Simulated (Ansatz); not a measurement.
**G0W0 on several functionals: Bi2S3 (Bismuthinite)**

Aim: G0W0 for Bi2S3 (Bismuthinite) on several starting functionals, at one mesh, band count and screening cutoff.

Main program and level: Ansatz 0.2.0; G0W0 on several functionals, plane waves, PAW.

The database entry behind the starting cell differs from later determinations by our own check (about 0.4 % long), so it need not match the best structure at ambient conditions.

In doubt: masses and optical values from hybrid runs of this build are listed as unsure (step 4), which bears on the screening that GW takes from such a start.

**1. Starting point**

It takes space group Pnma (No. 62, orthorhombic). The conventional cell has a = 11.345 Å, b = 3.994 Å, c = 11.193 Å, α = 90.00°, β = 90.00°, γ = 90.00°. Bi has 6 S at 2.67 to 3.07 Å nearest. Nearest to Bi lie 7 S at 2.60 to 3.34 Å. Nearest to S lie 3 Bi at 2.70 to 2.76 Å. S has 5 Bi at 2.60 to 3.07 Å nearest. Nearest to S lie 5 Bi at 2.67 to 3.34 Å. Farther neighbours and most contacts between anions are not listed.

The cell and positions come from the Crystallography Open Database and are kept as given unless a step says otherwise. Spin-orbit coupling is left out unless a step names it. The default PAW set here is soft_2. Its files were made with PBE.

**2. G0W0 on LDA**

Now the one-shot GW correction: screening in the RPA, then the self-energy of the levels asked for.

This step: G0W0 on LDA, plane waves, PAW.

The input, input.yaml:

```yaml
crystal:
  lattice:
    - [11.345, 0.0, 0.0]
    - [0.0, 3.994, 0.0]
    - [0.0, 0.0, 11.193]
  atoms:
    - { symbol: Bi, position: [0.4835, 0.25, 0.3257] }
    - { symbol: Bi, position: [0.0165, 0.75, 0.8257] }
    - { symbol: Bi, position: [0.9835, 0.25, 0.1743] }
    - { symbol: Bi, position: [0.5165, 0.75, 0.6743] }
    - { symbol: Bi, position: [0.3407, 0.75, 0.0339] }
    - { symbol: Bi, position: [0.1593, 0.25, 0.5339] }
    - { symbol: Bi, position: [0.8407, 0.75, 0.4661] }
    - { symbol: Bi, position: [0.6593, 0.25, 0.9661] }
    - { symbol: S, position: [0.2835, 0.25, 0.1943] }
    - { symbol: S, position: [0.2165, 0.75, 0.6943] }
    - { symbol: S, position: [0.7835, 0.25, 0.3057] }
    - { symbol: S, position: [0.7165, 0.75, 0.8057] }
    - { symbol: S, position: [0.5495, 0.75, 0.1286] }
    - { symbol: S, position: [0.9505, 0.25, 0.6286] }
    - { symbol: S, position: [0.0495, 0.75, 0.3714] }
    - { symbol: S, position: [0.4505, 0.25, 0.8714] }
    - { symbol: S, position: [0.3767, 0.75, 0.4414] }
    - { symbol: S, position: [0.1233, 0.25, 0.9414] }
    - { symbol: S, position: [0.8767, 0.75, 0.0586] }
    - { symbol: S, position: [0.6233, 0.25, 0.5586] }
kpoints:
  mp_grid: { grid: [2, 4, 2] }
hamiltonian:
  xc: lda
scf:
  occupations: { method: fixed }
gw:
  n_empty_bands: 703
  ecut_chi: 72
  qp_bands: [v2, c2]
  qp_kpoints: band_edges
  screening: { model: contour_deformation }
```

On the command line:

```bash
> ansatz run input.yaml --threads 32 --pin off --max-ram 129024MiB --backend cuda --events-out ev --progress --plain --runs-dir out --devices 1 --max-vram 157GiB  # rebuilt from the run's record
```

Numbers of over 12 decimals in the logs are rounded to 6 here.

What it wrote:

```text
GPUs: using 1 of 1 available (devices: 1).
Engine: ansatz 0.2.0, aarch64-unknown-linux-gnu
Pseudopotentials: kind: paw
Pseudopotential: Bi, paw, valence charge 15, recommended cutoff 420 eV (normal), Bi.paw.azcp
Pseudopotential: S, paw, valence charge 6, recommended cutoff 420 eV (normal), S.paw.azcp
Functional definition: SPW92
  exchange = slater_x
  correlation = pw_c
device memory: the entry about to start is reckoned to put 14.5 GiB on a device that reports 182.5 GiB free (of which the cap on the GPU budget leaves the run 157.0 GiB)
GPU FFT provider: cuFFT
GPU libraries: cuBLAS 13.8.1, cuFFT 12.4.0, cuSOLVER 12.3.2
GPU matrix products: emulated (plane waves: as basis.precision tells), large ones in fixed point in workspaces of 1.00 GiB
Crystal: 20 atoms, lattice volume = 507.176 Å³
Basis set: ecut = 420 eV, 9929 PW (Γ)
Bands: 116, of which v1, the nominal top of the filled ones, is band 96 counted from 1 (95 counted from 0)
Symmetry: 8 space group operations
Space group: Pnma (ITA 62), of the structure as read, at distance tolerance 8.0e-5 Å
k-points: 12 of 16
Non-local potential: Bi, projectors of the file, l = 0: 2, l = 1: 2, l = 2: 2, l = 3: 2
Non-local potential: S, projectors of the file, l = 0: 2, l = 1: 2, l = 2: 2
PAW form: soft (Blöchl's): semilocal exchange-correlation on the pseudo side does not see the compensation charge
PAW frozen core: Bi, regenerated for the run's functional, and the local potential with it (the file was generated under x = pbe(κ = 0.804, μ = 0.219515), c = pbe(β = 0.066725))
PAW frozen core: S, regenerated for the run's functional, and the local potential with it (the file was generated under x = pbe(κ = 0.804, μ = 0.219515), c = pbe(β = 0.066725))
PAW one-centre angular grid: Bi, 590 points (default); XC on 64 Gauss nodes
PAW one-centre angular grid: S, 110 points (default); XC on 64 Gauss nodes
Initial density: superposition of atomic densities (neutral atoms: chi_scale 0, normalization atom), corrected by the library's trained network
Initial wavefunctions: pseudopotential atomic-orbital guess
GPU buffer pool allocated for 162000 grid points (all kernels)
GPU transforms: local potential and band sums: pruned to the plane-wave sphere, on 75×27×75
Functional: x = slater, c = lda
SCF iter   1: F=—  HF=-107128.697519 eV  |F-HF|=—  |Δ(HF+E_count)|=         —  Δρ=6.63e-3  dr2=3.30e-1  ethr=1.77e-3  ⟨swp⟩=5.0  Hψ=4999  notcnv=0  defer=197
preconditioner: auto → Resta (q_TF=auto, 2.321 Å⁻¹)  ε∞=3.1  [insulator: Δε(μ)=1.200 eV  Ē_g=15.603 eV  n_scr=114 (ndim 8)  ℏωp=22.8 eV  f_vac=0.012  ε∞_Penn≈3.1]
SCF iter   2: F=—  HF=-107128.614182 eV  |F-HF|=—  |Δ(HF+E_count)|=   8.33e-2  Δρ=2.67e-3  dr2=2.36e-2  ethr=1.72e-4  ⟨swp⟩=2.2  Hψ=1848  notcnv=0  defer=212
SCF iter   3: F=—  HF=-107128.607017 eV  |F-HF|=—  |Δ(HF+E_count)|=   7.16e-3  Δρ=9.68e-4  dr2=3.63e-3  ethr=1.23e-5  ⟨swp⟩=2.7  Hψ=2151  notcnv=0  defer=212
SCF iter   4: F=—  HF=-107128.606146 eV  |F-HF|=—  |Δ(HF+E_count)|=   8.71e-4  Δρ=1.62e-4  dr2=2.09e-4  ethr=1.89e-6  ⟨swp⟩=2.0  Hψ=1647  notcnv=0  defer=212
SCF iter   5: F=—  HF=-107128.606132 eV  |F-HF|=—  |Δ(HF+E_count)|=   1.38e-5  Δρ=6.67e-5  dr2=4.63e-5  ethr=1.09e-7  ⟨swp⟩=2.0  Hψ=1742  notcnv=0  defer=163
SCF iter   6: F=—  HF=-107128.606128 eV  |F-HF|=—  |Δ(HF+E_count)|=   4.70e-6  Δρ=2.02e-5  dr2=2.99e-6  ethr=2.41e-8  ⟨swp⟩=2.0  Hψ=1630  notcnv=0  defer=161
SCF iter   7: F=—  HF=-107128.606128 eV  |F-HF|=—  |Δ(HF+E_count)|=   5.78e-7  Δρ=9.72e-6  dr2=1.26e-6  ethr=1.56e-9  ⟨swp⟩=2.0  Hψ=1825  notcnv=0  defer=161
SCF iter   8: F=-107128.606128 eV  HF=-107128.606128 eV  |F-HF|=8.99e-9  |Δ(HF+E_count)|=   1.54e-7  Δρ=2.04e-6  dr2=2.02e-8  ethr=5.21e-11  ⟨swp⟩=9.3  Hψ=6286  notcnv=0
SCF 1 converged in 8 iterations: F = -107128.606128 eV  dr2 = 2.02e-8
  greatest PAW one-centre occupation: 0.990 electrons in one spin orbital (limit 2), on the Bi atom at site 7 (counted from 0), in its partial waves of l = 2
device memory: the entry about to start is reckoned to put 17.1 GiB (of the 18.1 GiB reckoned in all, the device holds 1.1 GiB already) on a device that reports 181.4 GiB free (of which the cap on the GPU budget leaves the run 156.0 GiB)
NSCF: frozen V_eff on 12 k-points
the band table was solved once the SCF had ended and its energy, with any forces and stress, was formed, with the checks that follow a solve (5202 applications of the Hamiltonian). They found nothing against the state; the energy, forces and stress were not computed again (output.eigenvalues in the input reference)
device memory: the entry about to start is reckoned to put 29.0 GiB on a device that reports 182.5 GiB free (of which the cap on the GPU budget leaves the run 157.0 GiB)
NSCF: frozen V_eff on 12 k-points
G₀W₀ screening: q 1/12
[... further progress lines ...]
SCF converged after 8 iterations
Free energy (F): -107128.606128 eV
Harris-Foulkes:  -107128.606128 eV  (|F-HF|=8.99e-9)
Internal energy: -107128.606128 eV  (E = F + TS)
E sigma→0 (E₀):  -107128.606128 eV
Fermi energy:    7.284819 eV
--- Per-component energies (eV) ---
  E_band       = -976.240510
  E_kinetic    = 3689.211900
  E_local      = -14448.060395  (includes V_loc(G=0)·N_el)
  E_nonlocal   = 4884.093500
  E_hartree    = 4743.685798
  E_xc         = -2359.304338
  E_vxc        = -2209.155195  (∫ρ·V_xc dr)
  E_paw        = -89646.503820  (= ΣΔE_a)
  E_vpaw       = -2379.701476  (= ΣTr[D̂ρ^β])
  E_aug_tail   = -0.004112  (compensation charges beyond the density's cutoff)
  E_ewald      = -13993.523952
  E_core_change = 1.799292  (= ΣΔE_core)
  E_smearing   = -0.000000  (= −TS)
  E_closure    = 0.000000  (closes the sum)
  Σ components = -107128.606128   (vs F -107128.606128, Δ=0.00e0)
--- Band table (eV; the first three rows and the last of 12) ---
[... rows of the band table ...]
--- G₀W₀: contour deformation, 6 samples at zero and on the imaginary axis and 1 off it, 16 q-points, 703 empty bands' worth ---
  eigenvalues of the whole cell's RPA ε∞ on this k-mesh (on a slab, of 1 + 4πα/V) = 11.1000, 14.6470, 14.8568; static W/v taken at q = 0 is 0.072556
  bands read: the sum over 799 bands ends inside a degenerate multiplet in 10 slots, whose members it reads at an even weight; the widest, k=10: bands 797 to 800 (counted from 1) at 3/4 each
  gw.qp_kpoints: band_edges: 12 of 12 stored k-points solved, in 1 pass; an edge of the gap read off the rows below is read off those points alone
    ik  band        ε_KS         Σx   Σc(E_QP)       V_xc       Z   E_QP_lin       E_QP  E_QP is
     0    95      7.1497   -17.2945     2.0656   -15.2451  0.7289     7.1659     7.1659  root
     0    96      7.1915   -17.2854     1.6334   -15.7303  0.7382     7.2698     7.2699  root
     0    97      8.5698    -9.8804    -2.9314   -13.2838  0.7768     9.0444     9.0418  root
     0    98      8.8936   -10.0991    -3.2973   -13.9840  0.7755     9.4862     9.4811  root
     1    95      7.2122   -17.5894     1.9769   -15.6457  0.7310     7.2454     7.2454  root
     1    96      7.2122   -17.5894     1.9769   -15.6457  0.7310     7.2454     7.2454  root
     1    97      8.7392    -9.9168    -3.0899   -13.5160  0.7745     9.2519     9.2485  root
     1    98      8.7392    -9.9168    -3.0899   -13.5160  0.7745     9.2519     9.2485  root
     2    95      7.0069   -17.2709     1.7782   -15.5547  0.7360     7.0689     7.0690  root
     2    96      7.1042   -17.6597     1.9312   -15.7716  0.7321     7.1473     7.1473  root
     2    97      8.7983    -9.8117    -3.0259   -13.3253  0.7735     9.2890     9.2859  root
     2    98      9.3194   -10.4441    -3.2735   -14.3174  0.7719     9.9250     9.9192  root
     3    95      7.0947   -17.5089     1.8930   -15.6610  0.7332     7.1399     7.1400  root
     3    96      7.0947   -17.5089     1.8930   -15.6610  0.7332     7.1399     7.1400  root
     3    97      9.2610    -9.9507    -3.2079   -13.7003  0.7720     9.8071     9.8027  root
     3    98      9.2610    -9.9507    -3.2079   -13.7003  0.7720     9.8071     9.8027  root
     4    95      7.0344   -17.4288     1.7733   -15.7162  0.7376     7.0950     7.0951  root
     4    96      7.0344   -17.4288     1.7733   -15.7162  0.7376     7.0950     7.0951  root
     4    97      9.4929    -9.6383    -3.3716   -13.6049  0.7719    10.0938    10.0879  root
     4    98      9.4929    -9.6383    -3.3716   -13.6049  0.7719    10.0938    10.0879  root
     5    95      6.9449   -17.4946     2.0317   -15.4785  0.7298     6.9606     6.9606  root
     5    96      6.9449   -17.4946     2.0317   -15.4785  0.7298     6.9606     6.9606  root
     5    97      9.1846   -10.0626    -3.2040   -13.8123  0.7699     9.7347     9.7304  root
     5    98      9.1846   -10.0626    -3.2040   -13.8123  0.7699     9.7347     9.7304  root
[...]
10    95      6.9426   -17.4507     2.0206   -15.4486  0.7301     6.9610     6.9610  root
    10    96      6.9426   -17.4507     2.0206   -15.4486  0.7301     6.9610     6.9610  root
    10    97      9.6387    -9.9646    -3.3780   -13.8968  0.7661    10.1981    10.1929  root
    10    98      9.6387    -9.9646    -3.3780   -13.8968  0.7661    10.1981    10.1929  root
    11    95      6.6970   -17.3424     2.0967   -15.2434  0.7276     6.6946     6.6946  root
    11    96      6.6970   -17.3424     2.0967   -15.2434  0.7276     6.6946     6.6946  root
    11    97      9.4473    -9.7422    -3.3178   -13.5984  0.7694     9.9904     9.9858  root
    11    98      9.4473    -9.7422    -3.3178   -13.5984  0.7694     9.9904     9.9858  root
```

It took 28 s on 1 × NVIDIA GB200 with 32 threads of Arm Neoverse V2, shared host; peak memory 4.3 GiB; 85 s of CPU time.

The column dr2 measures how far the density is from self-consistency, as an energy; F and HF (Harris–Foulkes) agree once it is small.

Numbers from this step:

```yaml
bands_summed: 799
rpa_eps_infinity_on_this_mesh_eigenvalues: 11.10, 14.65, 14.86
plane_waves_in_the_screening_matrix: 717
q_points_in_the_mesh: 16
g0w0_gap_on_the_mesh: 1.721 eV
k_of_the_valence_top: -0.5, 0, 0
k_of_the_conduction_bottom: 0, 0, 0
starting_gap_on_the_mesh: 1.285 eV
z_at_the_valence_top: 0.7308
z_at_the_conduction_bottom: 0.7768
least_direct_g0w0_gap_on_the_computed_points: 1.772 eV
```

The gap on the mesh goes from 1.28 eV to 1.72 eV, a correction of +0.44 eV. Between the two edge states, bare exchange in place of the xc potential would open the gap by 5.30 eV, and correlation takes back 4.87 eV.

**3. G0W0 on PBE**

The same correction from a different start measures what one shot leaves open.

This step: G0W0 on PBE, plane waves, PAW.

input.yaml, as its differences from that of step 2:

```diff
@@ -29,3 +29,3 @@
 hamiltonian:
-  xc: lda
+  xc: pbe
 scf:
```

What it wrote:

```text
GPUs: using 1 of 1 available (devices: 1).
[...]
GPU FFT provider: cuFFT
GPU libraries: cuBLAS 13.8.1, cuFFT 12.4.0, cuSOLVER 12.3.2
[...]
Crystal: 20 atoms, lattice volume = 507.176 Å³
Basis set: ecut = 420 eV, 9929 PW (Γ)
Bands: 116, of which v1, the nominal top of the filled ones, is band 96 counted from 1 (95 counted from 0)
[... 1 set-up line as in the run before ...]
[...]
k-points: 12 of 16
[...]
GPU buffer pool allocated for 162000 grid points (all kernels)
[...]
SCF iter   1: F=—  HF=-110004.242272 eV  |F-HF|=—  |Δ(HF+E_count)|=         —  Δρ=1.27e-3  dr2=7.17e-3  ethr=1.77e-3  ⟨swp⟩=5.0  Hψ=4764  notcnv=0  defer=197
[...]
SCF iter   8: F=-110004.241564 eV  HF=-110004.241564 eV  |F-HF|=3.46e-9  |Δ(HF+E_count)|=   9.09e-8  Δρ=1.68e-6  dr2=1.20e-8  ethr=5.21e-11  ⟨swp⟩=9.8  Hψ=5549  notcnv=0
SCF 1 converged in 8 iterations: F = -110004.241564 eV  dr2 = 1.20e-8
[...]
NSCF: frozen V_eff on 12 k-points
[...]
G₀W₀ screening: q 1/12
[... further progress lines ...]
SCF converged after 8 iterations
Free energy (F): -110004.241564 eV
[...]
Internal energy: -110004.241564 eV  (E = F + TS)
E sigma→0 (E₀):  -110004.241564 eV
Fermi energy:    7.561374 eV
[...]
--- Band table (eV; the first three rows and the last of 12) ---
[... rows of the band table ...]
[...]
0    95      7.4335   -17.3881     2.1595   -15.0867  0.7321     7.2913     7.2917  root
     0    96      7.4773   -17.3555     1.7267   -15.5399  0.7414     7.3883     7.3885  root
     0    97      8.9855    -9.6736    -2.9260   -12.7866  0.7802     9.1727     9.1724  root
     0    98      9.3110    -9.9374    -3.2593   -13.4980  0.7783     9.6135     9.6123  root
     1    95      7.4813   -17.6585     2.0684   -15.4793  0.7341     7.3703     7.3705  root
     1    96      7.4813   -17.6585     2.0684   -15.4793  0.7341     7.3703     7.3705  root
     1    97      9.1509    -9.7394    -3.0712   -13.0422  0.7777     9.3831     9.3825  root
     1    98      9.1509    -9.7394    -3.0712   -13.0422  0.7777     9.3831     9.3825  root
[...]
11    95      6.9712   -17.4169     2.1844   -15.0780  0.7310     6.8163     6.8167  root
    11    96      6.9712   -17.4169     2.1844   -15.0780  0.7310     6.8163     6.8167  root
    11    97      9.8501    -9.6453    -3.2636   -13.1876  0.7723    10.1299    10.1288  root
    11    98      9.8501    -9.6453    -3.2636   -13.1876  0.7723    10.1299    10.1288  root
```

It took 27 s on 1 × NVIDIA GB200 with 32 threads; peak memory 4.3 GiB; 86 s of CPU time.

Numbers from this step:

```yaml
bands_summed: 799
rpa_eps_infinity_on_this_mesh_eigenvalues: 10.13, 13.37, 13.51
plane_waves_in_the_screening_matrix: 717
q_points_in_the_mesh: 16
g0w0_gap_on_the_mesh: 1.723 eV
k_of_the_valence_top: -0.5, 0, 0
k_of_the_conduction_bottom: 0, 0, 0
starting_gap_on_the_mesh: 1.424 eV
z_at_the_valence_top: 0.7345
z_at_the_conduction_bottom: 0.7802
least_direct_g0w0_gap_on_the_computed_points: 1.784 eV
```

Against the run with 2×4×2 mesh, 703 empty bands, screening to 72 eV on LDA, the gap moves by +0.002 eV, while the start moved by +0.14 eV.

**4. G0W0 on HSE06**

This step: G0W0 on HSE06, plane waves, PAW.

input.yaml, as its differences from that of step 3:

```diff
@@ -29,3 +29,3 @@
 hamiltonian:
-  xc: pbe
+  xc: hse06
 scf:
```

What it wrote:

```text
GPUs: using 1 of 1 available (devices: 1).
[...]
davidson cushion auto → on  (no smearing: the cushion is to keep the highest requested band from converging to the state above it; pin scf.eigensolver.cushion to override)
[...]
Crystal: 20 atoms, lattice volume = 507.176 Å³
Basis set: ecut = 420 eV, 9929 PW (Γ)
Bands: 116, of which v1, the nominal top of the filled ones, is band 96 counted from 1 (95 counted from 0)
[... 1 set-up line as in the run before ...]
[...]
k-points: 12 of 16
[...]
1    96      6.9749   -17.7210     1.9009   -16.0462  0.7654     7.2003     7.2010  root
     1    97      9.2984    -9.3331    -3.1233   -12.6397  0.8026     9.4820     9.4817  root
     1    98      9.2984    -9.3331    -3.1233   -12.6397  0.8026     9.4820     9.4817  root
[...]
11    95      6.4128   -17.4771     2.0116   -15.6731  0.7626     6.6198     6.6204  root
    11    96      6.4128   -17.4771     2.0116   -15.6731  0.7626     6.6198     6.6204  root
    11    97     10.0523    -9.2843    -3.2479   -12.7241  0.7976    10.2446    10.2442  root
    11    98     10.0523    -9.2843    -3.2479   -12.7241  0.7976    10.2446    10.2442  root
```

Run time: 1.7 min. Hardware: 1 × NVIDIA GB200 with 32 threads; peak memory 5.6 GiB.

Numbers from this step:

```yaml
bands_summed: 799
rpa_eps_infinity_on_this_mesh_eigenvalues: 7.718, 9.995, 10.01
plane_waves_in_the_screening_matrix: 717
g0w0_gap_on_the_mesh: 1.979 eV
k_of_the_valence_top: -0.5, 0, 0
k_of_the_conduction_bottom: 0, 0, 0
starting_gap_on_the_mesh: 2.042 eV
least_direct_g0w0_gap_on_the_computed_points: 2.034 eV
```

Against the run with 2×4×2 mesh, 703 empty bands, screening to 72 eV on PBE, the gap moves by +0.26 eV, while the start moved by +0.62 eV.

**5. The starts together**

All on the 2×4×2 mesh with 703 empty bands and screening to 72 eV. Times are wall times on 1 × NVIDIA GB200 with 32 threads of Arm Neoverse V2, shared host, good to a factor of about two.

```tsv
start	starting gap (eV)	shift (eV)	G0W0 gap (eV)	RPA ε∞ (harmonic mean)	Z (valence, conduction)	time
LDA	1.28	+0.44	1.72	13.29	0.73, 0.78	28 s
PBE	1.42	+0.30	1.72	12.12	0.73, 0.78	27 s
HSE06	2.04	−0.06	1.98	9.10	0.77, 0.80	1.7 min
```

How the two edges are built up, in eV (the quasiparticle level is the starting level plus Σx plus Σc less Vxc):

```tsv
run	edge	start	Σx	Σc	Vxc	Z	QP
LDA	valence top	7.28	-17.38	1.93	-15.49	0.73	7.32
LDA	conduction bottom	8.57	-9.88	-2.93	-13.28	0.78	9.04
PBE	valence top	7.56	-17.44	2.01	-15.33	0.73	7.45
PBE	conduction bottom	8.99	-9.67	-2.93	-12.79	0.78	9.17
HSE06	valence top	7.07	-17.43	1.80	-15.85	0.77	7.28
HSE06	conduction bottom	9.11	-9.23	-3.00	-12.38	0.80	9.26
```

For a hybrid start, Vxc holds its share of exact exchange.

**6. Summary of results**

| Property | Result |
| --- | --- |
| G0W0@LDA | 1.72 eV (start 1.28 eV) |
| G0W0@PBE | 1.72 eV (start 1.42 eV) |
| G0W0@HSE06 | 1.98 eV (start 2.04 eV) |
| known limits | not at the basis limit; no spin-orbit coupling; coarse k mesh |

**Reading.** The starting gaps span 0.76 eV and the G0W0 gaps 0.26 eV. Between LDA and HSE06, 0.26 eV of the 0.76 eV survives, 34 %. HSE06 screens less than LDA (ε∞ 9.10 against 13.29). Of the 0.26 eV by which its G0W0 gap is higher, the correlation part gives +0.07 eV, and exchange with the one-particle terms, which follow the orbitals, +0.19 eV. On HSE06 the correction is negative: that start lies above its own G0W0 value. The smallest correction, −0.06 eV, is on HSE06, the start nearest to reproducing itself. Bands and cutoff are finite, so the gap is not at the basis limit. The miss can reach some tenths of an eV and take either sign; the mesh is an error of its own. The 2×4×2 mesh is coarse for this cell (its supercell is 16 Å along the shortest edge). The RPA ε∞ on it, from the LDA start, is 11.10, 14.65 and 14.86; such meshes misread the long-range screening, most where the gap is narrow. Where an edge is built on 6p states of lead, bismuth or thallium, scalar-relativistic gaps usually stand too wide, by a few tenths to over one eV. The many-body steps are scalar-relativistic: spin-orbit coupling is not in them.

[Paths, hosts, dates, memory and timing lines, banners, echoed tables and standing remarks are left out of the program output.]

[Logs are printed without paths, hosts, clocks, repeated set-up lines and the standing remarks that a program may print on its own settings, such as how far it seeks lower states.]

[Runs of the session that timed out or met a known fault of the program may be left out.]

[Cells called generated may have been cut or substituted from an entry of the Crystallography Open Database or the Materials Project.]

[Hosts, paths, dates, database ids (printed as entryN), source tags and the programs' standing remarks are cut or masked in the printed files.]
